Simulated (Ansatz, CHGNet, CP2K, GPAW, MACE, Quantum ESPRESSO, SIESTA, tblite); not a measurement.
**Running glassy 86SiO2-5SrO-5ZnO-5MgO (mol %) (63 atoms) with GPAW**

Wanted: GPAW inputs and outputs for glassy 86SiO2-5SrO-5ZnO-5MgO (mol %) (63 atoms), checked against a plane-wave reference.

Calculated with GPAW 26.7.0; the method is named at each step.

## (1) Set-up

The cell holds 63 atoms: 19 Si, 1 Sr, 1 Zn, 1 Mg and 41 O. Cell: a = 9.658 Å, b = 9.658 Å, c = 9.658 Å, α = 90.0°, β = 90.0°, γ = 90.0°. 63 atoms (19 Si, 1 Sr, 1 Zn, 1 Mg, 41 O) placed at random at 2.44 g/cm³, melted at 4000 K for 10 ps at fixed volume with the Morse and Coulomb pair potential with partial charges (Pedone, Malavasi, Menziani, Cormack and Segre, J. Phys. Chem. B 110, 11780 (2006)). Quenched from 4000 K to 300 K at 50 K/ps and fixed volume, held 10 ps at zero pressure. Then every atom was moved at random, 0.05 Å r.m.s. a Cartesian component.

The yardstick, on the same geometry:

* method: Kohn-Sham DFT, PBE, PAW, plane waves (Ansatz 0.2.0); cutoff 420 eV, Γ point, fermi-dirac smearing of 0.05 eV; PAW set soft_2
* r.m.s. force component: 2.63 eV/Å
* longest force: 12.41 eV/Å
* pressure: 5.5 GPa
* gap (highest filled to lowest empty level): 2.478 eV
* SCF cycles: 9
* time: 8.3 s on 4 threads of Arm Neoverse V1, shared host
* CPU time: 31 s

## (2) PBE, LCAO dzp, h 0.18 Å

Method: Kohn-Sham DFT, PBE, PAW, atomic orbitals (dzp).

Input file run.py:

```python
import numpy as np
from ase.io import read
from gpaw import GPAW, FermiDirac

atoms = read("structure.xyz")
atoms.calc = GPAW(
    mode="lcao",
    basis="dzp",
    h=0.18,
    xc="PBE",
    kpts={"size": (1, 1, 1), "gamma": True},
    occupations=FermiDirac(0.05),
    maxiter=200,
    symmetry={"point_group": False},
    txt="gpaw.txt",
)
energy = atoms.get_potential_energy(force_consistent=True)
forces = atoms.get_forces()
print(f"energy {energy:.6f} eV")
print("forces (eV/A)")
for i, (a, f) in enumerate(zip(atoms, forces)):
    print(f"{i:4d} {a.symbol:2s} {f[0]:10.5f} {f[1]:10.5f} {f[2]:10.5f}")
print(f"Fermi level {atoms.calc.get_fermi_level():.4f} eV")
for k in range(len(atoms.calc.get_ibz_k_points())):
    for s in range(atoms.calc.get_number_of_spins()):
        e = atoms.calc.get_eigenvalues(kpt=k, spin=s)
        n = np.searchsorted(e, atoms.calc.get_fermi_level())
        print(f"k {k} spin {s} levels about the Fermi level:", np.round(e[max(n - 6, 0):n], 4).tolist(), "|", np.round(e[n:n + 6], 4).tolist())
```

Input file structure.xyz:

```xyz
63
Lattice="9.65803 0.00000 0.00000 0.00000 9.65803 0.00000 0.00000 0.00000 9.65803" Properties=species:S:1:pos:R:3 pbc="T T T"
Si 5.77483 1.73835 2.40070
Si 7.90065 7.49743 5.51966
Si 3.46105 0.09668 0.86410
Si 2.75051 5.03299 0.51670
Si 1.15829 2.42494 1.43354
Si 5.13962 3.87895 4.29502
Si 6.75135 6.12821 0.98377
Si 7.90645 3.03011 0.46919
Si 4.80757 0.39965 7.92944
Si 4.46713 3.55811 8.25597
Si 3.42290 8.91079 5.18240
Si 5.91516 6.15497 7.59730
Si 8.09324 0.30181 3.89170
Si 2.44986 3.72800 5.88541
Si 5.40299 6.78873 3.70743
Si 9.09555 8.11110 1.31098
Si 1.33059 1.59715 4.27899
Si 2.17113 7.09431 2.03137
Si 1.35280 6.70596 5.15343
Sr 8.46072 3.44512 6.22711
Zn 3.09665 7.64105 8.04166
Mg 8.07382 0.46832 8.53113
O 6.86589 0.99381 3.32449
O 0.64699 7.31876 1.47497
O 4.81540 5.34050 4.20337
O 6.52564 3.61944 4.98007
O 6.83624 6.98681 4.17459
O 2.91682 5.88918 1.81030
O 1.43287 2.44242 3.05300
O 2.75408 8.54456 1.71720
O 4.14658 4.08960 0.02386
O 5.74189 6.41902 2.09183
O 2.31242 0.37270 4.48587
O 6.20210 9.41812 8.10772
O 7.19620 6.53907 6.75879
O 4.74837 6.92162 6.95813
O 9.38036 1.07330 4.31511
O 7.90075 2.70763 8.53895
O 5.02160 2.93411 3.08729
O 2.65625 6.11199 9.01519
O 9.43464 6.92046 5.46461
O 1.69218 3.81569 0.71469
O 4.41015 8.00216 4.23398
O 5.51860 4.54797 7.42712
O 2.95796 3.76586 7.58590
O 1.34643 2.58710 5.75223
O 4.68328 0.73391 1.63057
O 1.75361 7.05857 3.74490
O 2.25602 7.93243 5.95331
O 2.13085 1.18543 0.95257
O 7.77858 7.21339 1.20358
O 1.81986 5.20549 5.70509
O 6.02429 6.31490 9.16470
O 7.45252 4.66860 0.90670
O 7.94740 8.99143 5.17535
O 4.00760 9.63021 6.48054
[... 3 atom lines left out ...]
O 9.14133 9.12771 0.10363
O 4.80806 2.01785 8.21715
O 6.76738 2.17151 1.15645
O 9.31333 2.39336 1.02955
```

The run is started by

```console
$ OMP_NUM_THREADS=1 python run.py > output.txt
```

What it wrote:

```text
energy -430.090349 eV
forces (eV/A)
   0 Si    0.68096   -0.50093   -3.15544
   1 Si   -3.43545   -6.37736   -0.73025
   2 Si   -4.78265    2.36012    5.01748
   3 Si    2.56271   -4.24855   -5.79472
   4 Si    4.10874    0.09215   -1.29820
   5 Si    0.74519   -2.88967    4.95417
   6 Si   -0.65694   -3.22394   -4.80912
   7 Si   -0.67915    3.64205   -0.13483
   8 Si   -0.93310    1.10865   -1.51415
   9 Si   -1.06474    2.84378   -3.38035
  10 Si   -2.27236   -0.80646   -0.05341
  11 Si   -2.31963   -1.93177    1.04999
  12 Si    3.17319   -4.32411   -2.44142
  13 Si    4.04439    1.61455    4.97262
  14 Si   -2.19471   -2.02404   -1.83455
  15 Si   -7.87421    6.87746    0.63762
  16 Si   -2.41317   -2.67887    6.13216
  17 Si   -7.64426    9.48481    4.50404
  18 Si    0.89015   -0.46751    4.25681
  19 Sr   -0.99335    0.61621    0.16670
  20 Zn    1.17532   -1.80327   -1.25692
  21 Mg   -1.32549    0.02726    1.24424
  22 O    -3.96295    1.43911    0.61415
  23 O     7.55004   -6.49707    0.76621
[...]
55 O     1.33107    1.80841    1.51472
  56 O    -0.02904   -0.86788   -0.48513
  57 O     0.73916   -1.43346   -4.75090
  58 O     0.56334   -1.47474   -1.21233
  59 O     0.09286    1.54693   -2.59702
  60 O     0.84010   -2.99815   -0.24349
  61 O    -1.86807   -1.19487    0.57570
  62 O    -2.19517   -0.38441    0.28727
Fermi level 3.8337 eV
k 0 spin 0 levels about the Fermi level: [1.8721, 1.9373, 2.0006, 2.0727, 2.2931, 2.6943] | [4.9642, 5.9353, 6.5781, 6.9216, 7.0182, 7.3166]
```

gpaw.txt:

```text
Input parameters:
  mode=LCAO(),
  basis={'default': 'dzp'},
  h=0.18,
  kpts=MonkhorstPack(size=(1, 1, 1), gamma=True),
  maxiter=200,
  occupations=Occupations(name='fermi-dirac', width=0.05, fixmagmom=False),
  symmetry=Symmetry(point_group=False),
  xc=XC(name='PBE')
Unit cell  # Å
| periodic |        x |        y |        z |  lengths |    angles |
|----------|----------|----------|----------|----------|-----------|
|      yes | 9.658030 | 0.000000 | 0.000000 | 9.658030 | 90.000000 |
|      yes | 0.000000 | 9.658030 | 0.000000 | 9.658030 | 90.000000 |
|      yes | 0.000000 | 0.000000 | 9.658030 | 9.658030 | 90.000000 |
Number of symmetries: 1
Symmetry operations  # r_c * U_cc + t_c -> r_c
|   | kind |            matrix            |
|---|------|------------------------------|
| 0 |  E   |  1, 0, 0,  0, 1, 0,  0, 0, 1 |
BZ-sampling:
  Number of BZ points: 1
  Number of IBZ points: 1
  Monkhorst-Pack size: [1, 1, 1]
  Monkhorst-Pack shift: [0, 0, 0]
[... lines left out ...]
Reference energy: -374323.226650  # eV
eigensolver:
density mixing:
  MSR1-Mixer
occupation numbers:
  Fermi-Dirac:
    width: 0.0500  # eV
FastPoissonSolver using
    Stencil: 6*3+1=19 point O(h^6) finite-difference Laplacian
xc functional:
  name: PBE with 2 nearest neighbor stencil
interpolation: tri-quintic # 5. degree polynomial
Initialization done in: 9.669 s
convergence criteria:
- Maximum [total energy] change in last 3 cyles: 0.0005 eV / valence electron
- Maximum integral of absolute [dens]ity change: 0.0001 electrons / valence electron
- Maximum integral of absolute [eigenst]ate change: 4e-08 eV^2 / valence electron
maximum number of iterations: 200
SCF iterations
|iter     |      energy | eigst |  dens |
|---------|-------------|-------|-------|
|iter:   1| -473.595958 |      c|       |
|iter:   2| -462.541826 |      c| -0.79 |
|iter:   3| -429.628555 |      c| -0.83 |
|iter:   4| -429.960005 |      c| -1.46 |
|iter:   5| -430.134704 |      c| -1.76 |
|iter:   6| -430.091070c|      c| -2.28 |
|iter:   7| -430.090517c|      c| -3.07 |
|iter:   8| -430.090361c|      c| -3.48 |
|iter:   9| -430.090349c|      c| -4.02c|
Converged in 9 steps
SCF loop duration: 66.922 s (7.436 s/step)
Energy contributions relative to reference atoms: (reference = -374323.226650)
Energy contributions:
  Kinetic:         561.804811
  Coulomb:        -472.065863
  Zero:              7.470791
  External:          0.000000
  Xc:             -527.300088
  Entropy:          -0.000000
  Spinorbit:         0.000000
  ----------------------------
  Free energy:    -430.090349
  Extrapolated:   -430.090349
dipole moment: (52.467103, 4.300817, -69.860444)  # |e|*Ang
Fermi level: 3.834
Eigenvalues  # (at kpt = [0.000, 0.000, 0.000])
| band index |      eig [eV] | occ [0-2] |
|------------|---------------|-----------|
|          0 |       -72.786 |     2.000 |
|        ... |               |           |
|        169 |         1.659 |     2.000 |
|        170 |         1.766 |     2.000 |
[...]
|        184 |         7.691 |     0.000 |
|        ... |               |           |
|        216 |        10.716 |     0.000 |
Gap: 2.270 eV
Transition (v -> c):
  (s=0, k=0, n=176, [0.00, 0.00, 0.00]) -> (s=0, k=0, n=177, [0.00, 0.00, 0.00])
No difference between direct/indirect transitions
Force computation time: 17.884  # s
timing:  # [seconds]
  Total:  94.504  # ━━━━━━━━━━━━━━━━━━━━━━━━━━━━━━━━━━━━━━━━━━━━━━━━━━━━━━━━━
  Init:    9.668  # ━━━━━━
  SCF:    66.922  # ━━━━━━━━━━━━━━━━━━━━━━━━━━━━━━━━━━━━━━━━╸
  Forces: 17.884  # ━━━━━━━━━━━
```

Run time: 96 s. Hardware: 1 thread of Arm Neoverse V1, shared host; peak memory 1.1 GiB.

Banners, paths, timers and routine set-up lines are dropped from the logs unmarked, and long logs keep their key lines alone; longer cuts are marked.

Compared with the plane-wave run:

```
r.m.s. force component                           : 2.909 eV/Å
r.m.s. difference of force components            : 398.1 meV/Å
longest difference of force vectors              : 1670 meV/Å
force difference over r.m.s. force               : 15.13 %
slope of forces against the reference's          : 1.1
correlation of force components                  : 0.9947
gap (highest filled to lowest empty level) : 2.27 eV
gap difference                                   : -0.2078 eV
```

Length of the force difference by element (eV/Å):

```tsv
element	atoms	mean	most
Mg	1	0.17	0.17
O	41	0.74	1.7
Si	19	0.44	0.77
Sr	1	0.15	0.15
Zn	1	0.074	0.074
```

Levels nearest the highest filled one (eV from it): -0.82, -0.76, -0.69, -0.62, -0.40, 0.00, 2.27, 3.24, 3.88, 4.23, 4.32, 4.62.

Local excerpt of 9 atoms (numbers count through the whole input) about O51, picked at random; x, y, z are measured from there.

```tsv
atom	x	y	z	distance (Å)	bonds	Fx	Fy	Fz (eV/Å)
O51	0.00	0.00	0.00	0.00	2	3.12	2.69	0.28
Si7	-1.03	-1.09	-0.22	1.51	4	-0.66	-3.22	-4.81
Si16	1.32	0.90	0.11	1.60	4	-7.87	6.88	0.64
O32	-2.04	-0.79	0.89	2.36	2	-5.40	0.96	3.82
O24	2.53	0.11	0.27	2.54	2	7.55	-6.50	0.77
O59	0.96	1.86	1.50	2.57	2	0.56	-1.47	-1.21
O54	-0.33	-2.54	-0.30	2.58	2	1.85	-3.46	-0.16
O60	1.36	1.91	-1.10	2.59	2	0.09	1.55	-2.60
O53	-1.75	-0.90	-1.70	2.60	2	0.49	0.95	2.65
```

Atoms are counted from 1 here, from 0 in the log.

Forces lie 15 % from the reference's, at 3.1 times its CPU time (on 1 against 4 cores).

The forces add up to 0.55 eV/Å instead of zero, usually a sign of too coarse a grid.

## (3) PBE, LCAO sz(dzp), h 0.18 Å

Method: Kohn-Sham DFT, PBE, PAW, atomic orbitals (sz(dzp)).

run.py: that of step 2 with these lines changed.

```diff
@@ -7,3 +7,3 @@
     mode="lcao",
-    basis="dzp",
+    basis="sz(dzp)",
     h=0.18,
```

structure.xyz is that of step 2.

What it wrote:

```text
energy -319.758647 eV
forces (eV/A)
   0 Si    0.09313   -1.33670   -3.76630
   1 Si   -2.98781   -6.85722    0.09568
   2 Si   -5.46411    2.52305    6.06434
   3 Si    3.39966   -6.42592   -5.27607
   4 Si    4.28482    0.09590   -1.53360
   5 Si   -1.30882   -2.74777    4.75848
[...]
60 O     0.79581   -2.97563   -0.10067
  61 O    -2.05209   -1.50973    0.59348
  62 O    -2.74348   -0.42206    0.27081
Fermi level 4.9356 eV
k 0 spin 0 levels about the Fermi level: [3.215, 3.2425, 3.2615, 3.3647, 3.5772, 3.9509] | [5.9217, 6.9331, 7.6173, 7.8883, 8.0403, 8.2494]
```

gpaw.txt:

```text
Input parameters:
  mode=LCAO(),
  basis={'default': 'sz(dzp)'},
  h=0.18,
  kpts=MonkhorstPack(size=(1, 1, 1), gamma=True),
  maxiter=200,
  occupations=Occupations(name='fermi-dirac', width=0.05, fixmagmom=False),
[... lines left out ...]
  Fermi-Dirac:
[... lines left out ...]
convergence criteria:
- Maximum [total energy] change in last 3 cyles: 0.0005 eV / valence electron
[... lines left out ...]
Converged in 10 steps
[... lines left out ...]
  Free energy:    -319.758647
[... lines left out ...]
Fermi level: 4.936
[... lines left out ...]
|        ... |               |           |
|        216 |        12.660 |     0.000 |
Gap: 1.971 eV
Transition (v -> c):
  (s=0, k=0, n=176, [0.00, 0.00, 0.00]) -> (s=0, k=0, n=177, [0.00, 0.00, 0.00])
No difference between direct/indirect transitions
Force computation time: 4.647  # s
timing:  # [seconds]
  Total:  36.939  # ━━━━━━━━━━━━━━━━━━━━━━━━━━━━━━━━━━━━━━━━━━━━━━━━━━━━━━━━━
  Init:    6.384  # ━━━━━━━━━━
  SCF:    25.885  # ━━━━━━━━━━━━━━━━━━━━━━━━━━━━━━━━━━━━━━━━
  Forces:  4.647  # ━━━━━━━
```

Run time: 38 s. Hardware: 1 thread; peak memory 0.9 GiB.

Numbers from this run, and their distance from the reference:

| Property | Result |
| --- | --- |
| r.m.s. force component | 3.315 eV/Å |
| r.m.s. difference of force components | 1072 meV/Å |
| longest difference of force vectors | 4231 meV/Å |
| force difference over r.m.s. force | 40.76 % |
| slope of forces against the reference's | 1.211 |
| correlation of force components | 0.961 |
| gap (highest filled to lowest empty level) | 1.971 eV |
| gap difference | -0.5069 eV |

This is a coarse setting, run to see what it loses.

Against the first run (15 %), the force difference from the reference is 41 %, at 0.40 times the CPU time, with 270 basis functions against 849: the smaller basis costs accuracy.

The forces add up to 0.56 eV/Å instead of zero, usually a sign of too coarse a grid.

## (4) PBE, LCAO dzp, h 0.25 Å

Method: Kohn-Sham DFT, PBE, PAW, atomic orbitals (dzp).

run.py: that of step 3 with these lines changed.

```diff
@@ -7,4 +7,4 @@
     mode="lcao",
-    basis="sz(dzp)",
-    h=0.18,
+    basis="dzp",
+    h=0.25,
     xc="PBE",
```

structure.xyz is that of step 3.

What it wrote:

```text
energy -412.322497 eV
forces (eV/A)
   0 Si    0.68009   -0.50820   -3.15153
   1 Si   -3.42009   -6.37094   -0.72805
   2 Si   -4.77754    2.35045    5.00777
   3 Si    2.56277   -4.22817   -5.77705
   4 Si    4.08603    0.08750   -1.26989
   5 Si    0.74969   -2.88260    4.95359
   6 Si   -0.65519   -3.24731   -4.80640
   7 Si   -0.66210    3.65051   -0.15649
   8 Si   -0.92347    1.10315   -1.51543
   9 Si   -1.06625    2.82336   -3.39386
  10 Si   -2.27167   -0.80774   -0.05587
  11 Si   -2.31641   -1.93114    1.05532
[...]
58 O     0.28828   -1.36856   -1.45571
  59 O     0.42047    1.80444   -2.73173
  60 O     0.96120   -2.99536   -0.25087
  61 O    -1.92212   -1.24435    0.81285
  62 O    -2.13696   -0.20633    0.03957
Fermi level 3.8377 eV
k 0 spin 0 levels about the Fermi level: [1.8788, 1.9467, 2.0071, 2.0789, 2.299, 2.7022] | [4.9649, 5.9385, 6.5838, 6.928, 7.0251, 7.321]
```

gpaw.txt:

```text
Input parameters:
  mode=LCAO(),
  basis={'default': 'dzp'},
  h=0.25,
  kpts=MonkhorstPack(size=(1, 1, 1), gamma=True),
  maxiter=200,
  occupations=Occupations(name='fermi-dirac', width=0.05, fixmagmom=False),
  symmetry=Symmetry(point_group=False),
  xc=XC(name='PBE')
[... lines left out ...]
  Fermi-Dirac:
[... lines left out ...]
convergence criteria:
- Maximum [total energy] change in last 3 cyles: 0.0005 eV / valence electron
[... lines left out ...]
Converged in 9 steps
[... lines left out ...]
  Free energy:    -412.322497
[... lines left out ...]
Fermi level: 3.838
[... lines left out ...]
|          0 |       -72.781 |     2.000 |
|        ... |               |           |
|        169 |         1.664 |     2.000 |
|        170 |         1.771 |     2.000 |
[...]
|        184 |         7.696 |     0.000 |
|        ... |               |           |
|        216 |        10.724 |     0.000 |
Gap: 2.263 eV
Transition (v -> c):
  (s=0, k=0, n=176, [0.00, 0.00, 0.00]) -> (s=0, k=0, n=177, [0.00, 0.00, 0.00])
No difference between direct/indirect transitions
Force computation time: 9.948  # s
timing:  # [seconds]
  Total:  56.213  # ━━━━━━━━━━━━━━━━━━━━━━━━━━━━━━━━━━━━━━━━━━━━━━━━━━━━━━━━━
  Init:    8.305  # ━━━━━━━━╸
  SCF:    37.934  # ━━━━━━━━━━━━━━━━━━━━━━━━━━━━━━━━━━━━━━╸
  Forces:  9.948  # ━━━━━━━━━━
```

It took 57 s on 1 thread; peak memory 0.67 GiB.

Against the reference:

- r.m.s. force component: 2.91 eV/Å
- r.m.s. difference of force components: 415.9 meV/Å
- longest difference of force vectors: 1628 meV/Å
- force difference over r.m.s. force: 15.81 %
- slope of forces against the reference's: 1.1
- correlation of force components: 0.9938
- gap (highest filled to lowest empty level): 2.263 eV
- gap difference: -0.215 eV
- energy less the same-level run's: 282 meV/atom
- r.m.s. force difference from the same-level run: 144.4 meV/Å

This is a coarse setting, run to see what it loses.

Against the first run (15 %), the force difference from the reference is 16 %, at 0.60 times the CPU time.

The forces add up to 1.7 eV/Å instead of zero, usually a sign of too coarse a grid.

(Continued in part 2 of 2.)

[Also dropped from logs without a mark: logging warnings of Python, and SIESTA's first energy breakdown and zero terms.]

[Logs are printed without paths, hosts, clocks, repeated set-up lines and the standing remarks that a program may print on its own settings, such as how far it seeks lower states.]

[Hosts, paths, dates, database ids (printed as entryN), source tags and the programs' standing remarks are cut or masked in the printed files.]
